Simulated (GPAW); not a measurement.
# A 9-layer slab of Cu(110) in an electric field, part 2 of 2

Wanted: the out-of-plane polarisability of a 9-layer slab of Cu(110).

GPAW 26.7.0; GPAW, PAW setups; slab in vacuum, relaxation (the session's first sound run).

So far. Step 5 (In a field): The dipole is now -0.0676 e Å, against -0.0013 in the run without a field.

## (8) In a field

run.py reads:

```python
import json
import numpy as np
from ase import Atoms
from gpaw import GPAW, PW
from gpaw.external import ConstantElectricField

slab = Atoms(
    ['Cu', 'Cu', 'Cu', 'Cu', 'Cu', 'Cu', 'Cu', 'Cu', 'Cu'],
    positions=[
        [0.00000, 0.00000, 8.00000],
        [1.80500, 1.27633, 9.27633],
        [0.00000, 0.00000, 10.55266],
        [1.80500, 1.27633, 11.82898],
        [0.00000, 0.00000, 13.12821],
        [1.80500, 1.27633, 14.41571],
        [-0.00000, 0.00000, 15.69422],
        [1.80500, 1.27633, 17.02683],
        [-0.00000, -0.00000, 18.20457]],
    cell=[[3.61, 0.0, 0.0], [0.0, 2.55266, 0.0], [0.0, 0.0, 26.21062]],
    pbc=[True, True, False])

slab.calc = GPAW(mode=PW(400), xc='PBE', kpts={'size': (9, 12, 1), 'gamma': True},
                 occupations={'name': 'fermi-dirac', 'width': 0.1}, nbands='160%',
                 convergence={'density': 1e-05}, maxiter=200,
                 poissonsolver={'dipolelayer': 'xy'},
                 external=ConstantElectricField(0.1, [0, 0, 1]),
                 symmetry={'tolerance': 1e-3}, txt='slab.txt')
result = {}
energy = slab.get_potential_energy()
fermi = slab.calc.get_fermi_level()
v = slab.calc.get_electrostatic_potential().mean((0, 1)) - fermi
n = slab.calc.get_pseudo_density().mean((0, 1))
L = slab.cell[2, 2]
z = np.arange(len(v)) * L / len(v)
low, high = slab.positions[:, 2].min(), slab.positions[:, 2].max()
below, above = np.interp([low - 5.8, high + 5.8], z, v)
slopes = [np.interp(x, z, np.gradient(v, z)) for x in (low - 5.8, high + 5.8)]
eps = np.array([[slab.calc.get_eigenvalues(k, s) for k in range(len(slab.calc.get_ibz_k_points()))]
                for s in range(slab.calc.get_number_of_spins())]) - fermi
top, bottom = eps[eps < 0].max(), eps[eps > 0].min()
dipole = slab.get_dipole_moment()[2]
print(f'energy {energy:.4f} eV, Fermi level {fermi:.4f} eV, dipole {dipole:.5f} e A')
print(f'potential 5.8 A off the faces, from the Fermi level: lower {below:.4f} eV, upper {above:.4f} eV')
print(f'slope of the potential there: lower {slopes[0]:.5f}, upper {slopes[1]:.5f} eV/A')
print(f'nearest levels on the mesh: {top:.4f} and {bottom:.4f} eV')
print('magnetic moment', round(slab.get_magnetic_moment(), 3))
result.update(energy=energy, fermi=fermi, dipole=dipole, below=below, above=above, slopes=slopes, edges=[top, bottom],
              z=z.tolist(), v=v.tolist(), n=n.tolist(), positions=slab.positions.tolist(),
              forces=slab.get_forces(apply_constraint=False).tolist(), moments=slab.get_magnetic_moments().tolist())
json.dump(result, open('result.json', 'w'))
```

On the command line:

```console
$ OMP_NUM_THREADS=1 OPENBLAS_NUM_THREADS=1 python run.py
```

Run time: 39 min. Hardware: 1 thread of Intel Xeon Platinum 8559C (Emerald Rapids), shared host; peak memory 0.64 GiB.

The electrostatic potential energy of an electron (without an applied field's), less the Fermi level, planar mean oscillates, so the rows of the table below give means over windows of 1.26 Å about each position, cut where the curve ends. Its maxima inside the range that stand out by 2 % of the span (Å: eV): 1.6: 4.96, 8.6: -4.60, 10.0: -5.00, 11.2: -5.04, 12.5: -4.84, 13.7: -5.16, 15.1: -5.42, 16.4: -4.87, 17.6: -6.83. Its minima: 8.1: -9.88, 9.3: -10.6, 10.6: -10.9, 11.8: -11.0, 13.1: -11.0, 14.5: -11.1, 15.7: -11.3, 17.1: -11.5, 18.1: -11.2.

Electrostatic potential energy of an electron (without an applied field's), less the Fermi level, planar mean against z; means over each step:

z (Å), electrostatic potential energy of an electron (without an applied field's), less the Fermi level, planar mean (eV) and a bar from the least value:
```
     0.63        4.9 ##############################
     1.89        5.0 ##############################
     3.15        5.0 ##############################
     4.41        4.9 ##############################
     5.67        4.8 ##############################
     6.93        2.4 ########################
     8.19       -6.9 ####
     9.45       -7.7 ##
    10.71       -7.9 ##
    11.97       -7.9 ##
    13.23       -8.0 #
    14.49       -8.2 #
    15.75       -8.2 #
    17.01       -8.7 
    18.27       -7.6 ##
    19.53        2.4 ########################
    20.79        3.6 ###########################
    22.05        3.7 ###########################
    23.31        3.7 ###########################
    24.57        3.7 ###########################
    25.83        3.7 ###########################
```

The dipole is now 0.0652 e Å, against -0.0013 in the run without a field.

## (9) In a field

run.py: that of step 8 with these lines changed.

```diff
@@ -25,3 +25,3 @@
                  poissonsolver={'dipolelayer': 'xy'},
-                 external=ConstantElectricField(0.1, [0, 0, 1]),
+                 external=ConstantElectricField(0.2, [0, 0, 1]),
                  symmetry={'tolerance': 1e-3}, txt='slab.txt')
```

It took 21 min on 1 thread; peak memory 0.63 GiB.

The electrostatic potential energy of an electron (without an applied field's), less the Fermi level, planar mean oscillates, so the rows of the table below give means over windows of 1.26 Å about each position, cut where the curve ends. Its maxima inside the range that stand out by 2 % of the span (Å: eV): 1.6: 5.61, 8.6: -4.15, 10.0: -4.68, 11.2: -4.85, 12.5: -4.78, 13.7: -5.22, 15.1: -5.62, 16.4: -5.19, 17.6: -7.28. Its minima: 8.1: -9.38, 9.3: -10.3, 10.6: -10.6, 11.8: -10.8, 13.1: -11.0, 14.5: -11.3, 15.7: -11.5, 17.1: -11.9, 18.1: -11.7.

The electrostatic potential energy of an electron (without an applied field's), less the Fermi level, planar mean by z; means over each step:

```csv
z (Å),"electrostatic potential energy of an electron (without an applied field's), less the Fermi level, planar mean (eV)"
0.63,5.42
1.89,5.61
3.15,5.61
4.41,5.61
5.67,5.50
6.93,3.02
8.19,-6.44
9.45,-7.37
10.71,-7.65
11.97,-7.78
13.23,-8.03
14.49,-8.36
15.75,-8.46
17.01,-9.04
18.27,-8.07
19.53,1.79
20.79,2.98
22.05,3.02
23.31,3.03
24.57,3.03
25.83,3.17
```

The dipole is now 0.132 e Å, against -0.0013 in the run without a field.

## (10) Field on

run.py: that of step 9 with these lines changed.

```diff
@@ -25,3 +25,3 @@
                  poissonsolver={'dipolelayer': 'xy'},
-                 external=ConstantElectricField(0.2, [0, 0, 1]),
+                 external=ConstantElectricField(0.3, [0, 0, 1]),
                  symmetry={'tolerance': 1e-3}, txt='slab.txt')
```

Wall time 22 min (1 thread); peak memory 0.64 GiB.

The electrostatic potential energy of an electron (without an applied field's), less the Fermi level, planar mean oscillates, so the rows of the table below give means over windows of 1.26 Å about each position, cut where the curve ends. Its maxima inside the range that stand out by 2 % of the span (Å: eV): 1.8: 6.27, 8.6: -3.70, 10.0: -4.37, 11.2: -4.66, 12.5: -4.72, 13.7: -5.29, 15.1: -5.82, 16.4: -5.52, 17.6: -7.72. Its minima: 8.1: -8.88, 9.3: -9.89, 10.6: -10.4, 11.8: -10.7, 13.1: -11.0, 14.5: -11.4, 15.7: -11.8, 17.1: -12.3, 18.1: -12.2.

Table of electrostatic potential energy of an electron (without an applied field's), less the Fermi level, planar mean by z; means over each step:

z (Å), electrostatic potential energy of an electron (without an applied field's), less the Fermi level, planar mean (eV) and a bar from the least value:
```
     0.63        6.0 #############################
     1.89        6.3 ##############################
     3.15        6.3 ##############################
     4.41        6.3 ##############################
     5.67        6.1 ##############################
     6.93        3.6 #########################
     8.19       -6.0 #######
     9.45       -7.0 #####
    10.71       -7.4 ####
    11.97       -7.7 ###
    13.23       -8.0 ###
    14.49       -8.5 ##
    15.75       -8.7 #
    17.01       -9.4 
    18.27       -8.6 ##
    19.53        1.2 ####################
    20.79        2.3 ######################
    22.05        2.4 #######################
    23.31        2.4 #######################
    24.57        2.4 #######################
    25.83        2.6 #######################
```

The dipole is now 0.198 e Å, against -0.0013 in the run without a field.

## (11) The series

The members are put on one axis.

This step: induced dipole against applied field (GPAW 26.7.0).

Table of dipole along the normal by field:

```csv
field (V/Å),dipole along the normal (e·Å)
-0.200,-0.134
-0.100,-0.0676
-0.050,-0.0345
0.000,-0.00132
0.050,0.0320
0.100,0.0652
0.200,0.132
0.300,0.198
```

## (12) A changed run

One more run, with changed settings.

This step: GPAW, PAW setups; slab in vacuum (GPAW 26.7.0).

run.py: that of step 10 with these lines changed.

```diff
@@ -4,3 +4,2 @@
 from gpaw import GPAW, PW
-from gpaw.external import ConstantElectricField
 
@@ -21,7 +20,6 @@
 
-slab.calc = GPAW(mode=PW(400), xc='PBE', kpts={'size': (9, 12, 1), 'gamma': True},
+slab.calc = GPAW(mode=PW(400), xc='pbe96', kpts={'size': (9, 12, 1), 'gamma': True},
                  occupations={'name': 'fermi-dirac', 'width': 0.1}, nbands='160%',
-                 convergence={'density': 1e-05}, maxiter=200,
+                 convergence={'density': 1e-05}, maxiter=50,
                  poissonsolver={'dipolelayer': 'xy'},
-                 external=ConstantElectricField(0.3, [0, 0, 1]),
                  symmetry={'tolerance': 1e-3}, txt='slab.txt')
```

Wall time 0.52 s (1 thread); peak memory 0.1 GiB.

The input was rejected at the start.

The program's message: “NameError: Unknown functional: pbe96.”

The change that led to it: xc = "pbe96".

## (13) Results

```yaml
work_function_upper_and_lower_face: 4.325 and 4.300 eV
dipole_along_the_normal: -0.00132 e Å
induced_dipole_per_field: 0.665 e Å per V/Å
out_of_plane_polarisability_per_area_alpha_eps_0_a: 13.1 Å
```

What this shows: The field induces 0.665 e Å per V/Å, a polarisable thickness α/(ε0 A) of 13.1 Å beside 10.2 Å between the outermost nuclei. A perfect conductor would give the distance between its two image planes; a dielectric of thickness t gives t(1 - 1/ε). The measured value for this face is 4.56 eV (as compiled in "Anisotropic work function of elemental crystals", 2019, arxiv:1902.07811); the relaxed upper face lies 0.24 eV under it with PBE. Measured work functions scatter by a tenth of an eV or more between methods. The induced dipole is linear in the field over this range. The small printed dipole stands for a step of 26 meV from the lower to the upper face, and the probes find 25 meV; values this small are near the numerical noise of both. The in-plane lattice was kept as typed, which isn't the functional's own and leaves some strain; spin-orbit coupling and temperature are left out.

[Logs are printed without paths, hosts, clocks, repeated set-up lines and the standing remarks that a program may print on its own settings, such as how far it seeks lower states.]

[Hosts, paths, dates, database ids (printed as entryN), source tags and the programs' standing remarks are cut or masked in the printed files.]
